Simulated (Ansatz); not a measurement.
# InPd (Pm-3m): the cell at rest

Aim: bring InPd (Pm-3m) to small forces and stress, as phonons need.

Calculated with Ansatz 0.2.0; DFT PBEsol, scalar-relativistic, plane waves, PAW; PAW set soft_1.

Report form: the programs' logs are mostly left out.

## 1. Starting point

It takes space group Pm-3m (No. 221, cubic). Conventional cell: a = 3.272 Å, b = 3.272 Å, c = 3.272 Å, α = 90.00°, β = 90.00°, γ = 90.00°. Nearest to In lie 8 Pd at 2.83 Å. Pd has 8 In at 2.83 Å nearest. Farther neighbours are not listed.

## 2. A coarse first look

First a cheap look: the gap decides the mesh and the occupations, the pressure tells how far the cell has to move.

Input file input.yaml:

```yaml
crystal:
  lattice:
    - [3.27188478, 0.0, 0.0]
    - [0.0, 3.27188478, 0.0]
    - [0.0, 0.0, 3.27188478]
  atoms:
    - { symbol: In, position: [0.0, 0.0, 0.0] }
    - { symbol: Pd, position: [0.5, 0.5, 0.5] }
kpoints:
  mp_grid: { grid: [6, 6, 6] }
hamiltonian:
  xc: pbesol
  pseudopotentials: { kind: paw, azcp: { folder: soft_1 }, xc_functional: pbe }
scf:
  occupations: { method: gaussian, width: 0.1 }
output:
  forces: true
  stress: true
  eigenvalues: true
```

Command:

```
> ansatz run input.yaml --threads 4 --pin off --max-ram 10240MiB --backend cpu --events-out ev --progress --plain --runs-dir out
```

It took 0.5 s on 4 threads of Arm Neoverse V1, shared host; peak memory 0.29 GiB.

Numbers from this step:

| Item | Value |
| --- | --- |
| pressure | -2.700 GPa |
| volume per atom | 17.51 Å³ |
| gap on the k-mesh | 0 eV |

The coarse mesh shows no gap and a pressure of -2.7 GPa.

## 3. Relaxation

The cell and atoms are relaxed, since residual forces and stress would shift the frequencies.

Changes to input.yaml since step 2:

```diff
@@ -9,3 +9,3 @@
 kpoints:
-  mp_grid: { grid: [6, 6, 6] }
+  mp_grid: { grid: [14, 14, 14] }
 hamiltonian:
@@ -19 +19,6 @@
   eigenvalues: true
+relax:
+  adjacent_minimum: "off"
+  f_tol: 0.005
+  max_steps: 80
+  cell: { stress_tol: 0.05 }
```

The job ended after 6.6 s (4 threads; peak memory 0.39 GiB; 24 s of CPU time).

Step by step:

| step | energy less that of the first step (eV) | largest force component (eV/Å) | pressure (GPa) | volume (Å³) |
| --- | --- | --- | --- | --- |
| 1 | 0.0000 | 0.0000 | -2.97 | 35.03 |
| 2 | 0.0098 | 0.0000 | 5.19 | 33.07 |
| 3 | -0.0078 | 0.0000 | -0.26 | 34.29 |
| 4 | -0.0079 | 0.0000 | 0.02 | 34.22 |
| 5* | -0.0077 | 0.0000 | 0.02 | 34.22 |

Relaxation steps marked * repeat the geometry before them on a plane-wave basis chosen anew for their cell, so energy and pressure can jump there. Relaxation step 2 was tried and not accepted.

Forces are held to the 48 operations that the run works with; a distortion that breaks them can't arise in this run.

```
conventional cell, symmetrised  before  after  change
                         a (Å)   3.272  3.246  -0.8 %
                         b (Å)   3.272  3.246  -0.8 %
                         c (Å)   3.272  3.246  -0.8 %
              volume (Å³/atom)   17.51  17.11  -2.3 %
```

Final coordinates:

```
In Pd
1.0
     3.24643    0.00000    0.00000
     0.00000    3.24643    0.00000
     0.00000    0.00000    3.24643
In Pd
1 1
Direct
  0.00000 0.00000 0.00000
  0.50000 0.50000 0.50000
```

Numbers from this step:

| Quantity | Value |
| --- | --- |
| pressure | 0.02188 GPa |
| volume per atom | 17.11 Å³ |

In this step the volume went from 17.51 to 17.11 Å³/atom.

## 4. Tight relaxation

Phonons need a cell at rest on their own settings, so the relaxation is repeated with tight tolerances on forces and stress on the k mesh and occupations of the first response run.

input.yaml, the sections that differ from step 3:

```yaml
crystal:
  lattice:
    - [3.2464272177, 0.0, 0.0]
    - [0.0, 3.2464272177, 0.0]
    - [0.0, 0.0, 3.2464272177]
  atoms:
    - { symbol: In, position: [0.0, 0.0, 0.0] }
    - { symbol: Pd, position: [0.5, 0.5, 0.5] }
kpoints:
  mp_grid: { grid: [16, 16, 16] }
scf:
  occupations: { method: methfessel_paxton, width: 0.2 }
relax:
  adjacent_minimum: "off"
  f_tol: 0.001
  max_steps: 60
  cell: { stress_tol: 0.01 }
# hamiltonian, output: as in step 3
```

It took 6.4 s on 4 threads; peak memory 0.41 GiB; 24 s of CPU time.

Little changed from the start: no atom moved by 0.005 Å and no cell edge by 0.1 %.

This step gave:

| Quantity | Value |
| --- | --- |
| pressure | -9.11e-5 GPa |

The forces vanish by symmetry and the pressure is 0.000 GPa, within the tolerances set. The cell now holds 17.11 Å³/atom.

## 5. Outcome

```yaml
space_group_after_relaxation_within_0p01_a: Pm-3m
lattice_constant_a: 3.247 Å
lattice_constant_b: 3.247 Å
lattice_constant_c: 3.247 Å
volume_per_atom: 17.1 Å³
```

What this shows: The forces vanish by symmetry and the pressure is 0.000 GPa, within the tolerances set. The cell now holds 17.11 Å³/atom. The relaxation keeps the symmetry of its start, so it says nothing on stability against lower symmetry. The runs are without spin polarisation, although the cell has an odd electron count. The PAW files were made for PBE and serve the other functionals too.

[Logs are printed without paths, hosts, clocks, repeated set-up lines and the standing remarks that a program may print on its own settings, such as how far it seeks lower states.]

[Hosts, paths, dates, database ids (printed as entryN), source tags and the programs' standing remarks are cut or masked in the printed files.]
